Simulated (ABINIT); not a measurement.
# A GW chain in ABINIT: MgH2 (P4_2/mnm)

Aim: the G0W0 gap of MgH2 (P4_2/mnm) on PBE, step by step.

Program: ABINIT 10.8.3. Level of theory: PBE and many-body steps on it, plane waves. Results are calculated unless marked as measured.

**What was measured.**

- Gap 5.6 ± 0.1 eV: optical band gap from transmission onset (total and diffuse); optical transmission and ellipsometry; 300 K; film (polycrystalline Pd-capped film on quartz, hydrogenated at 100 bar and 100 C, measured in 1 bar H2) (“Optical properties of MgH2 measured in situ in a novel gas cell for ellipsometry/spectrophotometry”, 2003, arxiv:cond-mat/0305418).

This is a report of a sequence of runs, with most program output left out.

### Step 1. Set-up

It takes space group P4_2/mnm (No. 136, tetragonal). The conventional cell has a = 4.517 Å, b = 4.517 Å, c = 3.020 Å, α = 90.00°, β = 90.00°, γ = 90.00°. Mg has 6 H at 1.95 Å nearest. H has 3 Mg at 1.95 Å nearest. Farther neighbours are not listed.

The cell and positions come from the Crystallography Open Database and are kept as given unless a step says otherwise.

### Step 2. Ground state

This step: ABINIT 10.8.3; DFT, PBE, plane waves, norm-conserving pseudopotentials.

The ground-state density comes first.

run.abi reads:

```
acell 3*1.0 Angstrom
rprim 
  4.516800000000 0.000000000000 0.000000000000
  0.000000000000 4.516800000000 0.000000000000
  0.000000000000 0.000000000000 3.020500000000
ntypat 2
znucl 12 1
natom 6
typat 1 1 2 2 2 2
xred 
  0.000000000000 0.000000000000 0.000000000000
  0.500000000000 0.500000000000 0.500000000000
  0.306000000000 0.306000000000 0.000000000000
  0.194000000000 0.806000000000 0.500000000000
  0.694000000000 0.694000000000 0.000000000000
  0.806000000000 0.194000000000 0.500000000000
pp_dirpath "pseudos"
pseudos "Mg.upf, H.upf"
ecut 38
ngkpt 4 4 6
nshiftk 1
shiftk 0 0 0
kptopt 1
chksymbreak 0
nband 19
occopt 1
tolvrs 1e-10
nstep 60
prtwf 0
optforces 0
optstress 0
indata_prefix "in"
outdata_prefix "out"
tmpdata_prefix "tmp"
```

Started as:

```console
$ OMP_NUM_THREADS=1 mpirun -n 8 abinit run.abi > log
```

Run time: 6.7 s. Hardware: 8 MPI ranks of Arm Neoverse V2, shared host; peak memory 0.58 GiB.

Numbers from this step:

```yaml
total_energy: -3297.0477 eV
gap: 3.895 eV
k_of_the_valence_top: 0.25, 0, 0
k_of_the_conduction_bottom: 0.5, 0.5, 0.5
least_direct_gap: 4.666 eV
```

The gap is indirect, with the least direct gap 0.77 eV higher.

### Step 3. Bands along the symmetry lines

Levels along a band path, at the cheap level, show where the edges lie and whether the meshes to come will hold them.

run.abi reads:

```
acell 3*1.0 Angstrom
rprim 
  4.516800000000 0.000000000000 0.000000000000
  0.000000000000 4.516800000000 0.000000000000
  0.000000000000 0.000000000000 3.020500000000
ntypat 2
znucl 12 1
natom 6
typat 1 1 2 2 2 2
xred 
  0.000000000000 0.000000000000 0.000000000000
  0.500000000000 0.500000000000 0.500000000000
  0.306000000000 0.306000000000 0.000000000000
  0.194000000000 0.806000000000 0.500000000000
  0.694000000000 0.694000000000 0.000000000000
  0.806000000000 0.194000000000 0.500000000000
pp_dirpath "pseudos"
pseudos "Mg.upf, H.upf"
ecut 38
iscf -2
irdden 1
kptopt 0
nkpt 75
kpt 
  0.00000000 0.00000000 0.00000000
  0.00000000 0.06250000 0.00000000
  0.00000000 0.12500000 0.00000000
  0.00000000 0.18750000 0.00000000
  0.00000000 0.25000000 0.00000000
  0.00000000 0.31250000 0.00000000
  0.00000000 0.37500000 0.00000000
  0.00000000 0.43750000 0.00000000
  0.00000000 0.50000000 0.00000000
  0.06250000 0.50000000 0.00000000
  0.12500000 0.50000000 0.00000000
  0.18750000 0.50000000 0.00000000
  0.25000000 0.50000000 0.00000000
  0.31250000 0.50000000 0.00000000
  0.37500000 0.50000000 0.00000000
  0.43750000 0.50000000 0.00000000
  0.50000000 0.50000000 0.00000000
  0.43750000 0.43750000 0.00000000
  0.37500000 0.37500000 0.00000000
  0.31250000 0.31250000 0.00000000
  0.25000000 0.25000000 0.00000000
  0.18750000 0.18750000 0.00000000
  0.12500000 0.12500000 0.00000000
  0.06250000 0.06250000 0.00000000
  0.00000000 0.00000000 0.00000000
  0.00000000 0.00000000 0.06250000
  0.00000000 0.00000000 0.12500000
  0.00000000 0.00000000 0.18750000
  0.00000000 0.00000000 0.25000000
  0.00000000 0.00000000 0.31250000
  0.00000000 0.00000000 0.37500000
  0.00000000 0.00000000 0.43750000
  0.00000000 0.00000000 0.50000000
  0.00000000 0.06250000 0.50000000
  0.00000000 0.12500000 0.50000000
  0.00000000 0.18750000 0.50000000
  0.00000000 0.25000000 0.50000000
  0.00000000 0.31250000 0.50000000
  0.00000000 0.37500000 0.50000000
  0.00000000 0.43750000 0.50000000
  0.00000000 0.50000000 0.50000000
  0.06250000 0.50000000 0.50000000
  0.12500000 0.50000000 0.50000000
  0.18750000 0.50000000 0.50000000
  0.25000000 0.50000000 0.50000000
  0.31250000 0.50000000 0.50000000
  0.37500000 0.50000000 0.50000000
  0.43750000 0.50000000 0.50000000
  0.50000000 0.50000000 0.50000000
  0.43750000 0.43750000 0.50000000
  0.37500000 0.37500000 0.50000000
  0.31250000 0.31250000 0.50000000
  0.25000000 0.25000000 0.50000000
  0.18750000 0.18750000 0.50000000
  0.12500000 0.12500000 0.50000000
  0.06250000 0.06250000 0.50000000
  0.00000000 0.00000000 0.50000000
  0.00000000 0.50000000 0.00000000
  0.00000000 0.50000000 0.06250000
  0.00000000 0.50000000 0.12500000
  0.00000000 0.50000000 0.18750000
  0.00000000 0.50000000 0.25000000
  0.00000000 0.50000000 0.31250000
  0.00000000 0.50000000 0.37500000
  0.00000000 0.50000000 0.43750000
  0.00000000 0.50000000 0.50000000
  0.50000000 0.50000000 0.00000000
  0.50000000 0.50000000 0.06250000
  0.50000000 0.50000000 0.12500000
  0.50000000 0.50000000 0.18750000
  0.50000000 0.50000000 0.25000000
  0.50000000 0.50000000 0.31250000
  0.50000000 0.50000000 0.37500000
  0.50000000 0.50000000 0.43750000
  0.50000000 0.50000000 0.50000000
istwfk *1
nband 19
nbdbuf 2
tolwfr 1e-08
nstep 40
prtwf 0
prtvol 0
indata_prefix "in"
outdata_prefix "out"
tmpdata_prefix "tmp"
```

The job ended after 7.9 s (8 MPI ranks; peak memory 0.58 GiB; 62 s of CPU time).

This step gave:

```
gap                        : 3.756 eV
k of the valence top       : 0, 0.25, 0
k of the conduction bottom : 0.375, 0.375, 0.5
least direct gap           : 4.523 eV
```

The gap is 3.756 eV, −0.139 eV from the run before at this level.

Electronic bands along the path, in eV, zero at the top of the highest filled band:

```
    point  band 9  band 10  band 11  band 12  band 13  band 14  band 15  band 16
        Γ   -6.37    -1.38    -1.38    -0.44     4.81     5.15     9.16     9.16
  halfway   -5.96    -2.94    -1.11     0.00     4.80     6.52     7.18    10.09
        X   -4.76    -4.76    -0.45    -0.45     5.38     5.38    10.13    10.13
  halfway   -4.40    -4.40    -1.46    -1.46     6.82     6.82    10.29    10.29
        M   -3.71    -3.71    -2.65    -2.65     9.11     9.11     9.16     9.16
  halfway   -5.55    -2.94    -2.11    -0.32     5.76     6.86     8.16    10.09
        Γ   -6.37    -1.38    -1.38    -0.44     4.81     5.15     9.16     9.16
  halfway   -5.45    -0.80    -0.80    -0.66     5.18     5.83     7.65     9.03
        Z   -2.96    -2.96    -0.02    -0.02     6.29     6.29     6.86     6.86
  halfway   -2.68    -2.68    -0.42    -0.42     5.37     5.37     7.34     7.34
        R   -2.23    -2.23    -1.01    -1.01     5.20     5.20     6.87     6.87
  halfway   -2.06    -2.06    -0.93    -0.93     4.28     4.28     5.41     5.41
        A   -1.85    -1.85    -0.87    -0.87     3.90     3.90     4.23     4.23
  halfway   -2.47    -2.39    -0.70    -0.49     4.18     5.07     6.00     6.68
        Z   -2.96    -2.96    -0.02    -0.02     6.29     6.29     6.86     6.86
jump to X   -4.76    -4.76    -0.45    -0.45     5.38     5.38    10.13    10.13
  halfway   -3.91    -3.91    -0.26    -0.26     5.88     5.88     7.33     7.33
        R   -2.23    -2.23    -1.01    -1.01     5.20     5.20     6.87     6.87
jump to M   -3.71    -3.71    -2.65    -2.65     9.11     9.11     9.16     9.16
  halfway   -2.95    -2.95    -1.95    -1.95     6.46     6.46     6.82     6.82
        A   -1.85    -1.85    -0.87    -0.87     3.90     3.90     4.23     4.23
```

### Step 4. Empty states on the mesh, 4×4×4 mesh, 91 bands

The sums over transitions need many empty states on a uniform mesh; this step solves for them.

run.abi reads:

```
acell 3*1.0 Angstrom
rprim 
  4.516800000000 0.000000000000 0.000000000000
  0.000000000000 4.516800000000 0.000000000000
  0.000000000000 0.000000000000 3.020500000000
ntypat 2
znucl 12 1
natom 6
typat 1 1 2 2 2 2
xred 
  0.000000000000 0.000000000000 0.000000000000
  0.500000000000 0.500000000000 0.500000000000
  0.306000000000 0.306000000000 0.000000000000
  0.194000000000 0.806000000000 0.500000000000
  0.694000000000 0.694000000000 0.000000000000
  0.806000000000 0.194000000000 0.500000000000
pp_dirpath "pseudos"
pseudos "Mg.upf, H.upf"
ecut 38
ngkpt 4 4 4
nshiftk 1
shiftk 0 0 0
kptopt 1
chksymbreak 0
iscf -2
irdden 1
istwfk *1
nband 91
nbdbuf 8
tolwfr 1e-09
nstep 60
prtvol 0
indata_prefix "in"
outdata_prefix "out"
tmpdata_prefix "tmp"
```

It took 20 s on 8 MPI ranks; peak memory 0.62 GiB.

This step gave:

```yaml
gap: 3.895 eV
k_of_the_valence_top: 0.25, 0, 0
k_of_the_conduction_bottom: 0.5, 0.5, 0.5
least_direct_gap: 4.666 eV
k_points_computed: 18
lowest_point_of_the_top_converged_band_above_the_valence_top: 55.9213 eV
```

On this mesh the gap is 3.895 eV.

### Step 5. Screening, 4×4×4 mesh, 83 bands, screening to 108.8 eV

The RPA dielectric matrix is built and inverted for each q.

This step: RPA screening on PBE, plane waves, norm-conserving pseudopotentials.

Changes to run.abi since step 4:

```diff
@@ -24,10 +24,11 @@
 chksymbreak 0
-iscf -2
-irdden 1
 istwfk *1
-nband 91
-nbdbuf 8
-tolwfr 1e-09
-nstep 60
-prtvol 0
+occopt 1
+irdwfk 1
+optdriver 3
+nband 83
+ecuteps 4
+inclvkb 2
+awtr 1
+symchi 1
 indata_prefix "in"
```

It took 30 s on 8 MPI ranks; peak memory 1.9 GiB; 4 min of CPU time.

Numbers from this step:

- ε∞ with local fields, on this mesh, along the program's q direction: 3.650
- the same without local fields: 4.053
- plasma frequency: 23.17 eV
- plane waves in the screening matrix: 161

Local fields lower ε∞ by 10 %. On a Γ-centred mesh this coarse the value itself is usually too large, while a short band sum pulls it down.

### Step 6. Self-energy, 4×4×4 mesh, 83 bands, screening to 108.8 eV

The self-energy is evaluated for the states that the input lists, and the levels follow from it, in one-shot runs by the linearised quasiparticle equation.

This step: G0W0 on PBE, plane waves, norm-conserving pseudopotentials.

Changes to run.abi since step 5:

```diff
@@ -27,8 +27,21 @@
 irdwfk 1
-optdriver 3
+optdriver 4
 nband 83
+gwcalctyp 0
+ecutsigx 38
+symsigma 1
+nkptgw 4
+kptgw 
+  0.2500000000 0.0000000000 0.0000000000
+  0.5000000000 0.5000000000 0.5000000000
+  0.2500000000 0.2500000000 0.5000000000
+  0.0000000000 0.0000000000 0.0000000000
+bdgw 
+  11 14
+  11 14
+  11 14
+  10 14
 ecuteps 4
-inclvkb 2
-awtr 1
-symchi 1
+irdscr 1
+ppmodel 1
 indata_prefix "in"
```

Run time: 8.3 s. Hardware: 8 MPI ranks; peak memory 1.5 GiB.

Numbers from this step:

```
G0W0 gap on the mesh                         : 5.854 eV
starting gap on the mesh                     : 3.895 eV
k of the valence top                         : 0.25, 0, 0
k of the conduction bottom                   : 0.5, 0.5, 0.5
Z at the valence top                         : 0.783
Z at the conduction bottom                   : 0.821
least direct G0W0 gap on the computed points : 6.679 eV
```

The gap on the mesh goes from 3.90 eV to 5.85 eV, a correction of +1.96 eV.

Limits: finite bands, cutoff and mesh; coarse k mesh. v1 is the top filled band, c1 the lowest empty one. The levels before and after the correction (eV, zero at the valence-band top of each column):

```
           conduction bottom  valence top
Kohn-Sham               3.90         0.00
     G0W0               5.85         0.00
```

```
                         level  energy (eV)
Kohn-Sham        (0.25 0 0) v2       -1.111
Kohn-Sham        (0.25 0 0) v1        0.000
Kohn-Sham        (0.25 0 0) c1        4.798
Kohn-Sham        (0.25 0 0) c2        6.524
Kohn-Sham  (0.5 0.5 0.5) v2-v1       -0.874
Kohn-Sham  (0.5 0.5 0.5) c1-c2        3.895
     G0W0        (0.25 0 0) v2       -1.232
     G0W0        (0.25 0 0) v1        0.000
     G0W0        (0.25 0 0) c1        6.679
     G0W0        (0.25 0 0) c2        8.394
     G0W0  (0.5 0.5 0.5) v2-v1       -0.999
     G0W0  (0.5 0.5 0.5) c1-c2        5.854
```

### Step 7. Where the time went

Times are wall times on 8 MPI ranks of Arm Neoverse V2, shared host, good to a factor of about two.

```
                          step   time  share  memory (GiB)
                  ground state  6.7 s    9 %          0.58
bands along the symmetry lines  7.9 s   11 %          0.58
      empty states on the mesh   20 s   27 %          0.62
                     screening   30 s   41 %           1.9
                   self-energy  8.3 s   11 %           1.5
```

### Step 8. Results

| Property | Result |
| --- | --- |
| PBE gap | 3.76 eV, indirect |
| G0W0 gap on the mesh | 5.85 eV |
| G0W0 gap over the zone (rigid shift) | 5.71 eV |
| GW settings | 4×4×4 mesh, 83 bands, screening to 108.8 eV, Godby-Needs plasmon pole |
| known limits | not at the basis limit; coarse k mesh |

**Reading.** G0W0 moves the gap on the mesh from 3.90 eV to 5.85 eV (+1.96 eV), with Z of 0.78 and 0.82 at the edges. The mesh misses the band edges by 0.14 eV in all; a rigid shift gives 5.71 eV for the zone. Local fields lower the RPA ε∞ on this mesh from 4.05 to 3.65; a Γ-centred mesh this coarse tends to raise both, most where the direct gap is narrow, while a short band sum lowers them. The dearest step here is «screening». Against experiment, by G0W0@PBE: the gap of 5.71 eV lies +0.11 eV from the measured 5.6 ± 0.1 eV (optical, 300 K, 2003). An exciton line or allowed optical edge lies below the quasiparticle gap by the binding energy; a forbidden edge can push the onset above it. The calculation has static nuclei and no excitons; a measured gap holds zero-point and thermal motion, which mostly lowers it. Bands and cutoff are finite, so the gap is not at the basis limit. The miss can reach some tenths of an eV and take either sign; the mesh is an error of its own. A denser mesh or path gives a starting gap of 3.76 eV: the GW mesh misses a band edge, so its gaps are not the fundamental one. The 4×4×4 mesh is coarse for this cell, which bears on the long-range parts of exchange and screening.

[Paths, hosts, dates, memory and timing lines, banners, echoed tables and standing remarks are left out of the program output.]

[Logs are printed without paths, hosts, clocks, repeated set-up lines and the standing remarks that a program may print on its own settings, such as how far it seeks lower states.]

[Runs of the session that timed out or met a known fault of the program may be left out.]

[Hosts, paths, dates, database ids (printed as entryN), source tags and the programs' standing remarks are cut or masked in the printed files.]

[G0W0 gaps are taken among the corrected bands and points alone; a level outside them can change the order at an edge.]

[Where Ansatz stands beside ABINIT at settings called matched, ABINIT's density can come from a denser mesh and the files from another edition; pairs whose starting gaps differed by over 0.03 eV were left out, so agreement reads better than it is.]
